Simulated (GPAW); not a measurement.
# Ballistic transport through fluorene-2,7-dithiol between two Pt chains, cheap and dear

Aim: T(E), conductance and thermopower of fluorene-2,7-dithiol between two Pt chains, and what cheaper settings cost in accuracy.

Program: GPAW 26.7.0. Level of theory: GPAW LCAO, PAW setups; Landauer transmission from Green's functions with principal layers (ASE), zero bias. Results are calculated unless marked as measured.

### 1. The starting structure

The cell holds 37 atoms: 14 Pt, 2 S, 13 C and 8 H. Cell: a = 13.156 Å, b = 10.235 Å, c = 45.316 Å, α = 90.0°, β = 90.0°, γ = 90.0°. Regions: left lead, 7 atoms (7 Pt); channel, 23 atoms (2 S, 13 C and 8 H); right lead, 7 atoms (7 Pt). Vacuum lies along a and b. The structure is stacked along c, and the current runs across the ab planes.

### 2. Double-zeta polarised basis

The script solves lead and junction separately, takes H and S in the orbital basis, and joins semi-infinite leads through their self-energies; the dzp basis is the working standard.

Contents of run.py:

```python
import json
import numpy as np
from ase import Atoms
from ase.transport.calculators import TransportCalculator
from gpaw import GPAW, FermiDirac
from gpaw.lcao.tools import get_lcao_hamiltonian
from scipy.linalg import eigh

# The junction with lead layers at both ends, along the third cell vector
device = Atoms(
    ['Pt', 'Pt', 'Pt', 'Pt', 'Pt', 'Pt', 'Pt', 'S', 'C', 'H', 'H', 'C', 'C', 'C', 'C', 'H', 'C', 'H', 'H', 'C', 'C', 'C', 'H', 'C', 'C', 'H', 'C', 'C', 'H', 'S', 'Pt', 'Pt', 'Pt', 'Pt', 'Pt', 'Pt', 'Pt'],
    positions=[
        [6.57784, 5.11754, 1.20000],
        [6.57784, 5.11754, 3.60000],
        [6.57784, 5.11754, 6.00000],
        [6.57784, 5.11754, 8.40000],
        [6.57784, 5.11754, 10.80000],
        [6.57784, 5.11754, 13.20000],
        [6.57784, 5.11754, 15.60000],
        [5.54197, 6.12406, 17.45375],
        [5.51449, 6.09452, 19.23499],
        [3.34902, 6.09740, 19.33713],
        [7.67498, 6.11217, 19.46169],
        [4.27648, 6.08885, 19.90641],
        [6.71119, 6.09427, 19.95973],
        [4.21173, 6.07209, 21.30527],
        [6.63727, 6.07783, 21.34423],
        [3.25000, 6.06681, 21.80692],
        [5.39738, 6.06554, 22.01878],
        [8.39015, 5.17502, 22.22637],
        [8.37749, 6.98508, 22.24666],
        [7.77861, 6.07463, 22.34129],
        [5.64437, 6.05080, 23.44495],
        [7.03861, 6.05470, 23.66320],
        [3.69347, 6.04058, 24.36528],
        [4.76780, 6.03814, 24.51581],
        [7.57331, 6.04377, 24.94216],
        [8.64843, 6.05025, 25.09168],
        [5.29874, 6.02668, 25.81198],
        [6.69090, 6.02397, 26.02727],
        [4.61361, 6.02556, 26.65683],
        [7.34387, 6.01779, 27.68500],
        [6.57784, 5.11754, 29.71607],
        [6.57784, 5.11754, 32.11607],
        [6.57784, 5.11754, 34.51607],
        [6.57784, 5.11754, 36.91607],
        [6.57784, 5.11754, 39.31607],
        [6.57784, 5.11754, 41.71607],
        [6.57784, 5.11754, 44.11607]],
    cell=[[13.15568, 0.0, 0.0], [0.0, 10.23508, 0.0], [0.0, 0.0, 45.31607]],
    pbc=True)

# One principal layer of the lead: the first 5 atoms of the device
lead = Atoms(
    ['Pt', 'Pt', 'Pt', 'Pt', 'Pt'],
    positions=[
        [6.57784, 5.11754, 1.20000],
        [6.57784, 5.11754, 3.60000],
        [6.57784, 5.11754, 6.00000],
        [6.57784, 5.11754, 8.40000],
        [6.57784, 5.11754, 10.80000]],
    cell=[[13.15568, 0.0, 0.0], [0.0, 10.23508, 0.0], [0.0, 0.0, 12.0]],
    pbc=True)

settings = dict(mode='lcao', basis='dzp', xc='PBE', h=0.2,
                occupations=FermiDirac(0.1), maxiter=250,
                mixer=dict(beta=0.1, nmaxold=8, weight=100.0),
                convergence=dict(density=0.0001))
energies = np.arange(-3, 3 + 1e-9, 0.075)
eta = 0.0001
n1, n2 = 1, 1
# k and -k transmit alike, so half of the mesh across the current serves
mesh = [(i, j) for i in range(n1) for j in range(n2) if (i, j) <= (-i % n1, -j % n2)]
weights = np.array([1 if (i, j) == (-i % n1, -j % n2) else 2 for i, j in mesh]) / (n1 * n2)

# [... helper functions left out ...]
fermi_lead = ground_state(lead, (1, 1, 10), 'lead.txt')
fermi_device = ground_state(device, (1, 1, 2), 'device.txt')
# [... loop over the mesh left out, but for ...]
        # Shift the lead onto the potential of the device's first layer
        shift = ((H[:, 0, 0] - H0[:, 0, 0]) / S0[0, 0]).real.mean()
# [...]
kT = 8.617333e-5 * 200
bias = [0.1, 0.2, 0.5, 1.0, 1.5, 2.0]
# [... integrals and printing left out ...]
```

Command:

```console
$ OMP_NUM_THREADS=1 OPENBLAS_NUM_THREADS=1 python run.py
```

Output:

```text
basis functions: device 613, principal layer 135
Fermi level: lead -5.0726 eV, device -4.6689 eV; lead shifted by 0.0019 eV
largest coupling past the next layer 8.09e-06 eV, largest misfit of the first layer 0.215 eV
  E-E_F (eV)   T (one spin)  [channel counts left out]
    -3.000    1.4613e-01
    -2.925    1.8137e-01
    -2.850    2.3887e-01
    -2.775    3.2938e-01
    -2.700    4.6515e-01
    -2.625    6.4708e-01
    -2.550    8.3920e-01
    -2.475    9.6926e-01
    -2.400    9.9673e-01
    -2.325    9.5100e-01
    -2.250    8.8083e-01
    -2.175    8.1437e-01
    -2.100    7.5869e-01
    -2.025    7.0031e-01
    -1.950    3.8830e-01
    -1.875    8.9492e-01
[...]
2.475    2.7510e-02
     2.550    5.3499e-02
     2.625    1.4192e-01
     2.700    6.5026e-01
     2.775    4.5207e-01
     2.850    1.0617e-01
     2.925    3.7896e-02
     3.000    6.2016e-03
conductance at 200 K: 0.83904 G0 a cell; thermopower 7.818 uV/K
current from the zero-bias T(E) at 0.1 V: 6.4788 uA
current from the zero-bias T(E) at 0.2 V: 12.84 uA
current from the zero-bias T(E) at 0.5 V: 30.033 uA
current from the zero-bias T(E) at 1.0 V: 45.539 uA
current from the zero-bias T(E) at 1.5 V: 59.152 uA
current from the zero-bias T(E) at 2.0 V: 73.382 uA
```

Elapsed: 9.5 min, on 1 thread of Intel Xeon Platinum 8375C at 2.90GHz (Ice Lake), shared host; peak memory 2.4 GiB.

This step gave:

| Property | Result |
| --- | --- |
| conductance | 0.8390 G₀ |
| thermopower | 7.818 μV/K |
| largest coupling past the next principal layer | 8.09e-6 eV |
| largest misfit of the first principal layer | 0.2148 eV |
| shift that aligns the lead | 0.001914 eV |
| basis functions of the junction | 613 |
| basis functions of a principal layer | 135 |
| transmission at the Fermi level (one spin) | 0.8458 |

One spin. Table of transmission, zone mean by energy, zero at the Fermi level:

energy (eV), transmission, zone mean and a bar:
```
  -3.0000      0.146 ####
  -2.7750      0.329 ##########
  -2.4750      0.969 #############################
  -2.4000      0.997 ##############################
  -2.2500      0.881 ###########################
  -2.0250      0.700 #####################
  -1.7250      0.958 #############################
  -1.5000      0.955 #############################
  -1.3500      0.975 #############################
  -1.2750      0.973 #############################
  -0.9750      0.789 ########################
  -0.7500      0.687 #####################
  -0.5250      0.627 ###################
  -0.2250      0.982 ##############################
   0.0000      0.846 #########################
   0.2250      0.425 #############
   0.5250      0.075 ##
   0.7500      0.002 
   0.9750      0.002 
   1.2750      0.002 
   1.5000      0.002 
   1.7250      0.002 
   2.0250      0.004 
   2.2500      0.008 
   2.4750      0.028 #
   2.7000      0.650 ####################
   2.7750      0.452 ##############
   3.0000      0.006
```

Not self-consistent under bias; the bias window is split evenly. Table of current through one cell, from the zero-bias transmission by bias:

```
bias (V)  current through one cell, from the zero-bias transmission (μA)
   0.100                                                            6.48
   0.200                                                            12.8
   0.500                                                            30.0
   1.000                                                            45.5
   1.500                                                            59.2
   2.000                                                            73.4
```

Transmission of the three most open eigenchannels against energy, zero at the Fermi level:

```
energy (eV)  channel 1  channel 2  channel 3
      -3.00      0.145     6.3e-4     3.6e-5
      -2.77      0.329     7.8e-4     1.6e-5
      -2.55      0.838    0.00104     4.8e-6
      -2.40      0.995    0.00125     1.1e-6
      -2.17      0.813    0.00155     2.1e-7
      -1.95      0.387    0.00137     1.7e-5
      -1.73      0.946     0.0121     2.0e-4
      -1.57      0.943    0.00112     7.5e-6
      -1.35      0.974     1.0e-3     1.2e-5
      -1.12      0.902    0.00110     2.0e-5
      -0.90      0.721    0.00174     2.8e-5
      -0.75      0.685    0.00161     3.0e-5
      -0.53      0.626    0.00143     3.0e-5
      -0.30      0.749     9.1e-4     2.5e-5
      -0.07      0.927     7.8e-4     2.2e-5
       0.00      0.845     6.7e-4     2.0e-5
       0.07      0.728     5.4e-4     1.8e-5
       0.30      0.285     7.5e-5     5.1e-6
       0.53     0.0752     3.0e-5     1.9e-6
       0.75    0.00179    1.2e-11          0
       0.90    0.00186          0          0
       1.12    0.00175          0          0
       1.35    0.00180          0          0
       1.57    0.00206          0          0
       1.73    0.00242          0          0
       1.95    0.00351          0          0
       2.17    0.00629          0          0
       2.40     0.0167          0          0
       2.55     0.0535          0          0
       2.77      0.452          0          0
       3.00    0.00620          0          0
```

Couplings past the next layer reach 8.1e-6 eV, small enough to drop; the matrix elements of the cell's first layer differ from the bulk lead's by up to 0.21 eV. That layer keeps its own values in the calculation, and only beyond it is the lead taken as perfect. The Fermi levels of lead and junction count from different zeros of potential, one for each periodic cell; with both set to zero, the small remaining shift is what aligns them. Without spin-orbit coupling, which is large for these atoms, channel counts and T are those of the scalar-relativistic bands. By hand: G = 0.8390 × 77.48 μS = 65.0 μS, a resistance of 15.4 kΩ; at 0.1 V a linear junction would pass 6.50 μA, and the integral over the bias window gives 6.48 μA. Mott's formula, S = -(π²/3)(k_B²T/e) d ln T/dE, has the prefactor 4.89 μV/K·eV at 200 K; T = 0.9281 at -0.075 eV and 0.7285 at 0.075 eV give a slope of -1.61 per eV and S = 7.89 μV/K, beside 7.82 μV/K from the thermal integral, which interpolates the same grid.

### 3. GPAW, szp: basis = "szp(dzp)"

One radial function a shell plus polarisation makes the matrices smaller; the question is what that costs.

Edit run.py of step 2 so:

```diff
@@ -64,3 +64,3 @@
 
-settings = dict(mode='lcao', basis='dzp', xc='PBE', h=0.2,
+settings = dict(mode='lcao', basis='szp(dzp)', xc='PBE', h=0.2,
                 occupations=FermiDirac(0.1), maxiter=250,
```

Output:

```text
basis functions: device 377, principal layer 75
Fermi level: lead -5.2005 eV, device -5.0662 eV; lead shifted by 0.0029 eV
largest coupling past the next layer 8.13e-06 eV, largest misfit of the first layer 0.225 eV
  E-E_F (eV)   T (one spin)  channels
    -3.000    9.9473e-02    3.0000
    -2.925    1.3957e-01    3.0000
    -2.850    2.0850e-01    3.0000
    -2.775    3.2854e-01    3.0000
    -2.700    5.2797e-01    3.0000
    -2.625    7.9346e-01    3.0000
    -2.550    9.8185e-01    3.0000
    -2.475    9.5571e-01    3.0000
    -2.400    7.8085e-01    3.0000
    -2.325    3.9636e-01    3.0000
    -2.250    9.1640e-01    3.0000
    -2.175    7.2317e-01    3.0000
    -2.100    6.3163e-01    3.0000
    -2.025    6.0615e-01    3.0000
    -1.950    5.9684e-01    3.0000
    -1.875    6.0612e-01    3.0000
[...]
2.475    7.0695e-02    1.0000
     2.550    2.5912e-02    1.0000
     2.625    5.2784e-01    1.0000
     2.700    3.2104e-02    1.0000
     2.775    2.0079e-02    1.0000
     2.850    1.5834e-02    1.0000
     2.925    1.4783e-02    1.0000
     3.000    3.7398e-02    1.0000
conductance at 200 K: 0.65414 G0 a cell; thermopower 11.31 uV/K
current from the zero-bias T(E) at 0.1 V: 5.0609 uA
current from the zero-bias T(E) at 0.2 V: 10.088 uA
current from the zero-bias T(E) at 0.5 V: 24.366 uA
current from the zero-bias T(E) at 1.0 V: 36.108 uA
current from the zero-bias T(E) at 1.5 V: 45 uA
current from the zero-bias T(E) at 2.0 V: 53.77 uA
```

Wall time 8 min (1 thread); peak memory 2.3 GiB.

This step gave:

```
conductance                                             : 0.6541 G₀
thermopower                                             : 11.31 μV/K
largest coupling past the next principal layer          : 8.13e-6 eV
largest misfit of the first principal layer             : 0.2252 eV
shift that aligns the lead                              : 0.002944 eV
basis functions of the junction                         : 377
basis functions of a principal layer                    : 75
transmission at the Fermi level (one spin)              : 0.6575
open channels of the lead at the Fermi level (one spin) : 4
```

One spin. The transmission, zone mean by energy, zero at the Fermi level:

energy (eV), transmission, zone mean and a bar:
```
    -3.00      0.099 ###
    -2.70      0.528 ################
    -2.55      0.982 ##############################
    -2.40      0.781 ########################
    -2.25      0.916 ############################
    -2.17      0.723 ######################
    -1.88      0.606 ###################
    -1.57      0.755 #######################
    -1.43      0.793 ########################
    -1.27      0.735 ######################
    -0.97      0.483 ###############
    -0.75      0.452 ##############
    -0.45      0.308 #########
    -0.23      0.922 ############################
    -0.15      0.862 ##########################
     0.00      0.657 ####################
     0.15      0.415 #############
     0.45      0.079 ##
     0.75      0.001 
     0.97      0.002 
     1.27      0.002 
     1.57      0.004 
     1.88      0.009 
     2.17      0.079 ##
     2.33      0.935 #############################
     2.40      0.233 #######
     2.70      0.032 #
     3.00      0.037 #
```

Crossings of the lead's bands, unfolded to its shortest repeat. Open channels, zone mean against energy, zero at the Fermi level:

```
energy (eV)  open channels, zone mean
      -3.00                         3
      -2.85                         3
      -2.70                         3
      -2.55                         3
      -2.33                         3
      -2.17                         3
      -2.02                         3
      -1.88                         3
      -1.73                         3
      -1.57                         3
      -1.35                         4
      -1.20                         6
      -1.05                         6
      -0.90                         6
      -0.75                         6
      -0.60                         6
      -0.38                         6
      -0.23                         4
      -0.07                         4
       0.00                         4
       0.07                         4
       0.23                         4
       0.38                         3
       0.60                         3
       0.75                         1
       0.90                         1
       1.05                         1
       1.20                         1
       1.35                         1
       1.57                         1
       1.73                         1
       1.88                         1
       2.02                         1
       2.17                         1
       2.33                         1
       2.55                         1
       2.70                         1
       2.85                         1
       3.00                         1
```

Not self-consistent under bias; the bias window is split evenly. The current through one cell, from the zero-bias transmission by bias:

```
bias (V)  current through one cell, from the zero-bias transmission (μA)
   0.100                                                            5.06
   0.200                                                            10.1
   0.500                                                            24.4
   1.000                                                            36.1
   1.500                                                            45.0
   2.000                                                            53.8
```

Table of transmission of the three most open eigenchannels by energy, zero at the Fermi level:

```
energy (eV)  channel 1  channel 2  channel 3
    -3.0000     0.0994     1.2e-4    5.4e-10
    -2.7750      0.328     1.6e-4     2.6e-7
    -2.4750      0.955     2.7e-4     1.7e-6
    -2.2500      0.916     4.7e-4     2.6e-6
    -2.0250      0.606     5.0e-4     6.4e-6
    -1.7250      0.668     6.1e-4     7.2e-6
    -1.5000      0.787     4.9e-4     8.2e-6
    -1.2750      0.734     3.5e-4     1.3e-5
    -0.9750      0.482     7.5e-4     2.2e-5
    -0.7500      0.451     7.4e-4     2.7e-5
    -0.5250      0.378     7.9e-4     2.7e-5
    -0.2250      0.921     6.0e-4     1.9e-5
     0.0000      0.657     4.7e-4     1.9e-5
     0.2250      0.298     1.9e-4     9.5e-6
     0.5250     0.0506     1.0e-5     1.2e-6
     0.7500    0.00142          0          0
     0.9750    0.00172          0          0
     1.2750    0.00224          0          0
     1.5000    0.00318          0          0
     1.7250    0.00549          0          0
     2.0250     0.0207          0          0
     2.2500      0.260          0          0
     2.4750     0.0707          0          0
     2.7750     0.0201          0          0
     3.0000     0.0374          0          0
```

The conductance, 0.654 G₀, lies 22 % below that of the dzp run.

### 4. Minimal basis

One function for each valence shell of the setup, as for a first survey of a large system.

Edit run.py of step 3 so:

```diff
@@ -64,3 +64,3 @@
 
-settings = dict(mode='lcao', basis='szp(dzp)', xc='PBE', h=0.2,
+settings = dict(mode='lcao', basis='sz(dzp)', xc='PBE', h=0.2,
                 occupations=FermiDirac(0.1), maxiter=250,
```

Output:

```text
basis functions: device 236, principal layer 60
Fermi level: lead -5.2250 eV, device -5.1658 eV; lead shifted by 0.0032 eV
largest coupling past the next layer 8.11e-06 eV, largest misfit of the first layer 0.082 eV
  E-E_F (eV)   T (one spin)  channels
    -3.000    1.5871e-01    3.0000
    -2.925    2.7630e-01    3.0000
    -2.850    5.0591e-01    3.0000
[...]
2.925    7.7567e-03    1.0000
     3.000    9.0231e-04    1.0000
conductance at 200 K: 0.5006 G0 a cell; thermopower 14.74 uV/K
current from the zero-bias T(E) at 0.1 V: 3.8781 uA
current from the zero-bias T(E) at 0.2 V: 7.7657 uA
current from the zero-bias T(E) at 0.5 V: 19.248 uA
current from the zero-bias T(E) at 1.0 V: 27.835 uA
current from the zero-bias T(E) at 1.5 V: 34.84 uA
current from the zero-bias T(E) at 2.0 V: 42.122 uA
```

Wall time 5.7 min (1 thread); peak memory 2.2 GiB.

This step gave:

- conductance: 0.5006 G₀
- thermopower: 14.74 μV/K
- largest coupling past the next principal layer: 8.11e-6 eV
- largest misfit of the first principal layer: 0.08242 eV
- shift that aligns the lead: 0.003175 eV
- basis functions of the junction: 236
- basis functions of a principal layer: 60
- transmission at the Fermi level (one spin): 0.5026

One spin. The transmission, zone mean by energy, zero at the Fermi level:

energy (eV), transmission, zone mean and a bar:
```
    -3.00      0.159 #####
    -2.85      0.506 ###############
    -2.70      0.990 ##############################
    -2.55      0.067 ##
    -2.48      0.737 ######################
    -2.33      0.467 ##############
    -2.17      0.425 #############
    -2.02      0.440 #############
    -1.88      0.505 ###############
    -1.73      0.606 ##################
    -1.57      0.701 #####################
    -1.50      0.730 ######################
    -1.35      0.699 #####################
    -1.20      0.524 ################
    -1.05      0.470 ##############
    -0.90      0.361 ###########
    -0.75      0.376 ###########
    -0.60      0.354 ###########
    -0.38      0.263 ########
    -0.23      0.844 ##########################
    -0.07      0.615 ###################
     0.00      0.503 ###############
     0.07      0.390 ############
     0.23      0.192 ######
     0.38      0.072 ##
     0.60      0.015 
     0.75      0.001 
     0.90      0.001 
     1.05      0.001 
     1.20      0.002 
     1.35      0.002 
     1.57      0.003 
     1.73      0.004 
     1.88      0.007 
     2.02      0.017 
     2.17      0.076 ##
     2.33      0.668 ####################
     2.55      0.021 #
     2.70      0.016 
     2.85      0.008 
     3.00      0.001
```

The conductance, 0.501 G₀, lies 40 % below that of the dzp run.

(Part 1 of 3 ends here.)

[Logs are printed without paths, hosts, clocks, repeated set-up lines and the standing remarks that a program may print on its own settings, such as how far it seeks lower states.]

[Hosts, paths, dates, database ids (printed as entryN), source tags and the programs' standing remarks are cut or masked in the printed files.]
